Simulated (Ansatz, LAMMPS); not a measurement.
# Amorphous 62SiO2-38TiO2 (mol %) (96 atoms), relaxed: mesh and functional compared

What does this cell relax to, and how do the Kohn-Sham gap, forces and pressure change with k-mesh and functional?

Calculated with Ansatz 0.2.0: Kohn-Sham DFT, PBE, PAW (set soft_2), plane waves; cutoff 420 eV, Γ point, fermi-dirac smearing of 0.025 eV.

**The cell**

Density at the start: 2.65 g/cm³. The cell holds 96 atoms: 20 Si, 12 Ti and 64 O. Cell: a = 11.067 Å, b = 11.067 Å, c = 11.067 Å, α = 90.0°, β = 90.0°, γ = 90.0°. 96 atoms (20 Si, 12 Ti, 64 O) placed at random at 2.65 g/cm³, melted at 5000 K for 10 ps at fixed volume with the Morse and Coulomb pair potential with partial charges (Pedone, Malavasi, Menziani, Cormack and Segre, J. Phys. Chem. B 110, 11780 (2006)). Quenched from 5000 K to 300 K at 50 K/ps and fixed volume, held 5 ps, then minimised at fixed cell.

Cell and atoms were relaxed with PBE. The walk converged after 24 steps, with a largest force component of 0.0306 eV/Å; it began at an r.m.s. force component of 0.72 eV/Å. The edges went from 11.067, 11.067, 11.067 to 11.450, 10.792, 10.920 Å, and the volume from 14.118 to 14.038 Å³ an atom (-0.6 %).

The input of the reference single point:

```yaml
crystal:
  lattice:
    - [11.44898, 0.12353, -0.05489]
    - [0.12353, 10.78889, 0.24245]
    - [-0.05489, 0.24245, 10.91763]
  atoms:
    - { symbol: Si, position: [0.56157, 0.9434, 0.18062] }
    - { symbol: Si, position: [0.36779, 0.34733, 0.8219] }
    - { symbol: Si, position: [0.79689, 0.55957, 0.69837] }
    - { symbol: Si, position: [0.81702, 0.24048, 0.33499] }
    [... 90 atom lines left out ...]
    - { symbol: O, position: [0.20343, 0.0506, 0.74846] }
    - { symbol: O, position: [0.27902, 0.41977, 0.91662] }
kpoints:
  mp_grid: { grid: [1, 1, 1] }
hamiltonian:
  xc: pbe
scf:
  occupations: { method: fermi_dirac, width: 0.025 }
output:
  forces: true
  stress: true
  populations: true
  dos:
    method: { smearing: { sigma: 0.08 } }
    de: 0.05
    projected: { site_lists: { O: [O], Si: [Si], Ti: [Ti] } }
  eigenvalues: true
  write_density: true
  write_potential: true
  volumetric_format: npy
```

**Bonds after relaxation**

Bonds by pair of elements; cutoffs follow the first minimum of g(r), held within bounds set by covalent radii, and pairs that aren't listed don't count as bonded:

```
pair A-B  cutoff (Å)  bonds  mean length (Å)  spread (Å)  shortest (Å)  B about A  A about B
    O-Si        2.12     80             1.64       0.035          1.58       1.25          4
    O-Ti        2.64     53             1.88       0.123          1.73      0.828       4.42
```

How many atoms have how many bonded neighbours:

```
element  mean   2  3   4  5  6
      O  2.08  59  5   0  0  0
     Si     4   0  0  20  0  0
     Ti  4.42   0  0   8  3  1
```

**Levels of theory**

Single points at the relaxed geometry:

```
functional  k-mesh  Kohn-Sham gap (eV)  pressure (GPa)  r.m.s. force component (eV/Å)  SCF cycles     time
       PBE   1×1×1               2.847            0.01                          0.007          12     27 s
       PBE   2×2×2               2.786            0.01                          0.008          12  4.5 min
     HSE06   1×1×1               4.457           -5.21                          0.198          26  7.6 min
    r2SCAN   1×1×1               3.177           -4.43                          0.145          12     64 s
    PBEsol   1×1×1               2.847           -3.19                          0.077          13     26 s
```

The gap is that between the highest filled and lowest empty Kohn-Sham level on the run's k-points. Cutoffs: 420 eV for PBE, HSE06 and PBEsol; 500 eV for r2SCAN. Times come from shared hosts and are rough.

**Findings**

By these cutoffs 92 % of O atoms have 2, 100 % of Si atoms have 4 and 67 % of Ti atoms have 4 neighbours. The Kohn-Sham gap is 2.85 eV with PBE on the 1×1×1 mesh and 2.79 eV on 2×2×2. On the 1×1×1 mesh HSE06 changes the gap by +1.61 eV against PBE. Carrying that shift over to the 2×2×2 mesh gives 2.79 + 1.61 = 4.40 eV, an estimate that takes the shift to be alike at all k-points. On the reference's mesh the gap changes with r2SCAN by +0.33 eV and PBEsol by under 0.01 eV. Against the reference the pressure changes with HSE06 by -5.2 GPa, r2SCAN by -4.4 GPa and PBEsol by -3.2 GPa; a negative change means that the functional would take a smaller volume. The denser mesh moves the energy by -0.3 meV/atom and the pressure by +0.01 GPa.

Limits: All single points share the geometry relaxed with PBE. One sample; tail or defect levels can set the gap of a disordered cell. The quench rate of 50 K/ps is many orders above laboratory rates, so the cell is likely richer in defects and strain than a real sample. The network of bonds at the start is that of the classical potential that made the cell, and needn't be the one that DFT or experiment would give.

[Long decimals in the printed logs are rounded to 6 places.]

[Logs are printed without paths, hosts, clocks, repeated set-up lines and the standing remarks that a program may print on its own settings, such as how far it seeks lower states.]

[Hosts, paths, dates, database ids (printed as entryN), source tags and the programs' standing remarks are cut or masked in the printed files.]

[Runs of further levels or settings that didn't converge aren't in the tables.]
